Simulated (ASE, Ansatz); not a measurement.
# Twisted Ti2CO2 MXene bilayer, 87.80° (130 atoms): atom by atom

The starting structure: Ti2CO2 MXene (a = 3.03 Å) under Ti2CO2 MXene (a = 3.03 Å), bilayer, commensurate cell of 13 unit cells a layer, twist 87.80 deg; facing planes 2.86 Å apart; 14 Å of vacuum; layers as built, displaced by a Gaussian of 0.01 Å.

Geometry: step 3 of a relaxation. Computed with Ansatz 0.2.0: Kohn-Sham DFT, PBE+D4, PAW (set soft_2), plane waves; cutoff 420 eV, k-mesh 2×2×1, gaussian smearing of 0.025 eV.

Cell vectors (Å):

```
10.925 0.000 0.000
-5.462 9.461 0.000
0.000 0.000 25.740
```

Positions in Å, forces in eV/Å:

```tsv
atom	x	y	z	fx	fy	fz
C1	5.461	9.461	9.248	0.003	0.012	0.013
Ti2	0.423	1.699	10.546	-0.010	-0.014	-0.068
Ti3	1.681	0.483	7.949	-0.026	0.027	0.017
O4	1.678	0.485	11.445	-0.003	-0.003	0.039
O5	0.418	1.699	7.052	0.010	-0.009	-0.023
C6	-0.843	2.915	9.248	-0.007	-0.012	0.041
Ti7	-0.423	4.612	10.554	0.043	-0.014	-0.111
Ti8	0.840	3.400	7.952	0.005	0.007	0.001
O9	0.841	3.395	11.444	-0.017	-0.003	0.060
O10	-0.420	4.611	7.049	-0.028	0.005	0.005
C11	-1.684	5.824	9.249	-0.010	0.000	0.025
Ti12	-1.262	7.524	10.546	0.029	0.012	-0.053
Ti13	0.001	6.312	7.950	0.034	-0.021	0.002
O14	-0.006	6.308	11.443	-0.022	-0.002	0.072
O15	-1.261	7.521	7.051	-0.018	0.014	-0.012
C16	-2.524	8.734	9.251	0.004	-0.009	0.003
Ti17	3.362	0.970	10.549	-0.010	0.013	-0.038
Ti18	-0.837	9.222	7.947	0.001	-0.017	0.021
O19	-0.838	9.224	11.441	-0.018	-0.019	0.043
O20	3.357	0.970	7.050	0.029	0.000	-0.009
C21	2.098	2.185	9.249	0.004	-0.016	0.029
Ti22	2.520	3.881	10.556	0.010	0.024	-0.081
Ti23	3.780	2.668	7.951	-0.013	0.032	0.013
O24	3.777	2.669	11.449	0.003	-0.007	0.043
O25	2.516	3.884	7.049	0.029	-0.024	0.016
C26	1.258	5.097	9.250	-0.017	-0.015	0.036
Ti27	1.681	6.791	10.554	0.018	0.033	-0.074
Ti28	2.941	5.579	7.951	-0.014	0.013	0.014
O29	2.939	5.586	11.447	0.016	-0.019	0.044
O30	1.681	6.795	7.051	-0.026	-0.015	-0.010
C31	0.419	8.007	9.248	-0.036	-0.008	0.017
Ti32	6.306	0.246	10.552	0.015	-0.031	-0.048
Ti33	2.101	8.491	7.954	0.020	0.001	0.001
O34	2.102	8.487	11.446	-0.007	0.017	0.039
O35	6.303	0.244	7.052	-0.036	0.009	-0.020
C36	5.040	1.457	9.250	-0.012	0.001	-0.008
Ti37	5.460	3.155	10.549	0.011	-0.007	-0.056
Ti38	6.722	1.945	7.952	0.020	-0.013	0.027
O39	6.719	1.940	11.447	0.013	0.024	0.049
O40	5.460	3.155	7.053	-0.002	0.002	-0.034
C41	4.196	4.366	9.250	0.023	0.009	0.026
Ti42	4.622	6.067	10.548	-0.029	0.021	-0.064
Ti43	5.883	4.853	7.952	-0.011	-0.013	-0.003
O44	5.880	4.851	11.438	0.006	-0.003	0.071
O45	4.620	6.064	7.053	0.009	0.015	-0.029
C46	3.360	7.280	9.248	0.009	-0.019	0.028
Ti47	3.783	8.978	10.546	-0.033	-0.020	-0.034
Ti48	5.042	7.765	7.948	-0.025	-0.010	0.025
O49	5.039	7.766	11.447	0.030	-0.027	0.030
O50	3.780	8.978	7.049	0.016	-0.004	-0.009
C51	7.982	0.728	9.251	-0.013	0.026	0.010
Ti52	8.405	2.428	10.555	-0.025	-0.041	-0.095
Ti53	9.666	1.215	7.945	-0.017	-0.012	0.032
O54	9.659	1.215	11.440	0.023	0.031	0.055
O55	8.400	2.427	7.051	0.015	0.002	-0.023
C56	7.140	3.639	9.250	0.018	0.012	0.032
Ti57	7.563	5.339	10.553	-0.017	-0.020	-0.100
Ti58	-2.099	4.125	7.948	-0.002	-0.008	0.038
O59	-2.102	4.125	11.449	0.003	0.029	0.066
O60	7.558	5.338	7.051	0.027	0.011	-0.010
C61	6.301	6.550	9.250	0.010	0.012	0.027
Ti62	-4.201	8.246	10.554	-0.039	0.038	-0.030
Ti63	-2.940	7.034	7.953	-0.010	0.010	-0.001
O64	-2.945	7.035	11.449	0.030	0.000	0.037
O65	-4.204	8.250	7.050	0.016	-0.011	-0.008
C66	-2.526	7.554	16.491	0.020	-0.021	-0.029
Ti67	-1.263	8.764	17.789	-0.002	0.006	0.004
Ti68	-0.844	7.066	15.189	0.024	0.027	0.084
O69	-0.842	7.068	18.688	-0.020	-0.009	0.000
O70	-1.269	8.763	14.296	0.016	-0.015	-0.032
C71	-0.424	5.370	16.489	-0.019	-0.007	-0.041
Ti72	0.838	6.580	17.786	0.042	0.007	0.028
Ti73	1.258	4.881	15.186	0.054	0.036	0.095
O74	1.258	4.885	18.687	-0.024	0.000	-0.010
O75	0.843	6.586	14.297	-0.048	-0.033	-0.084
C76	0.417	8.282	16.489	-0.017	-0.007	-0.017
Ti77	7.140	0.029	17.791	0.028	-0.027	-0.036
Ti78	2.098	7.794	15.184	0.057	-0.001	0.065
O79	2.099	7.794	18.687	-0.031	0.012	0.002
O80	7.139	0.034	14.293	-0.024	0.025	-0.051
C81	0.836	0.274	16.489	0.016	0.014	-0.020
Ti82	2.097	1.489	17.786	0.015	-0.014	0.012
Ti83	-2.944	9.250	15.191	-0.013	0.013	0.027
O84	-2.946	9.251	18.688	0.012	0.002	0.000
O85	2.099	1.491	14.294	-0.019	-0.002	-0.057
C86	1.676	3.187	16.488	-0.008	-0.004	-0.032
Ti87	2.942	4.399	17.784	-0.011	0.026	0.033
Ti88	3.361	2.698	15.182	-0.008	0.016	0.062
O89	3.357	2.702	18.687	-0.001	-0.016	0.007
O90	2.938	4.397	14.293	-0.024	-0.009	-0.064
C91	2.520	6.098	16.488	-0.036	-0.018	-0.038
Ti92	3.781	7.310	17.782	-0.006	0.004	0.043
Ti93	4.200	5.611	15.189	-0.020	0.024	0.060
O94	4.197	5.613	18.690	0.021	-0.028	-0.031
O95	3.777	7.309	14.291	-0.002	-0.006	-0.032
C96	3.359	9.006	16.489	-0.028	0.038	-0.019
Ti97	10.084	0.757	17.791	-0.007	-0.018	-0.022
Ti98	5.042	8.523	15.187	-0.030	-0.038	0.045
O99	5.038	8.522	18.688	0.025	0.019	-0.007
O100	10.082	0.756	14.298	0.013	0.033	-0.063
C101	3.777	1.003	16.489	0.017	-0.001	-0.016
Ti102	5.039	2.213	17.793	-0.021	0.014	-0.048
Ti103	5.460	0.516	15.190	-0.001	-0.002	0.071
O104	5.460	0.518	18.691	-0.012	-0.010	-0.001
O105	5.039	2.215	14.292	0.028	0.001	-0.043
C106	4.616	3.915	16.491	0.031	-0.034	-0.036
Ti107	5.879	5.126	17.790	-0.028	0.026	-0.002
Ti108	6.302	3.426	15.192	-0.047	0.006	0.090
O109	6.298	3.430	18.688	0.014	-0.021	0.040
O110	5.878	5.128	14.299	0.030	0.000	-0.043
C111	5.457	6.824	16.489	0.036	0.005	-0.035
Ti112	-4.201	8.037	17.787	-0.051	0.003	0.019
Ti113	7.142	6.337	15.188	-0.057	0.024	0.073
O114	7.139	6.339	18.688	0.025	0.001	0.010
O115	-4.206	8.039	14.291	0.019	-0.011	-0.044
C116	6.717	1.730	16.491	0.017	0.016	-0.016
Ti117	7.981	2.940	17.794	0.014	0.012	-0.080
Ti118	8.400	1.244	15.188	0.017	-0.042	0.109
O119	8.401	1.246	18.688	-0.012	-0.003	0.036
O120	7.978	2.939	14.293	0.005	0.032	-0.079
C121	7.558	4.642	16.490	0.031	-0.010	-0.042
Ti122	-2.103	5.853	17.789	-0.017	0.014	-0.014
Ti123	-1.686	4.155	15.183	-0.005	-0.011	0.123
O124	-1.681	4.157	18.687	-0.033	-0.001	0.032
O125	-2.105	5.856	14.292	0.022	-0.009	-0.072
C126	-1.265	2.458	16.489	-0.002	0.018	-0.034
Ti127	-0.003	3.673	17.787	0.032	-0.030	-0.004
Ti128	0.416	1.975	15.189	0.012	-0.041	0.109
O129	0.417	1.971	18.688	-0.001	0.024	0.005
O130	-0.007	3.673	14.294	-0.010	-0.003	-0.083
```

The main run has no spin polarisation, so moments on Ti can't form in it, and no Hubbard term.

The r.m.s. force component is 0.0318 eV/Å; the longest force, 0.124 eV/Å, acts on Ti123. The energy lies 3.1 meV/atom below that of the first step of this run.

[Logs are printed without paths, hosts, clocks, repeated set-up lines and the standing remarks that a program may print on its own settings, such as how far it seeks lower states.]

[Hosts, paths, dates, database ids (printed as entryN), source tags and the programs' standing remarks are cut or masked in the printed files.]
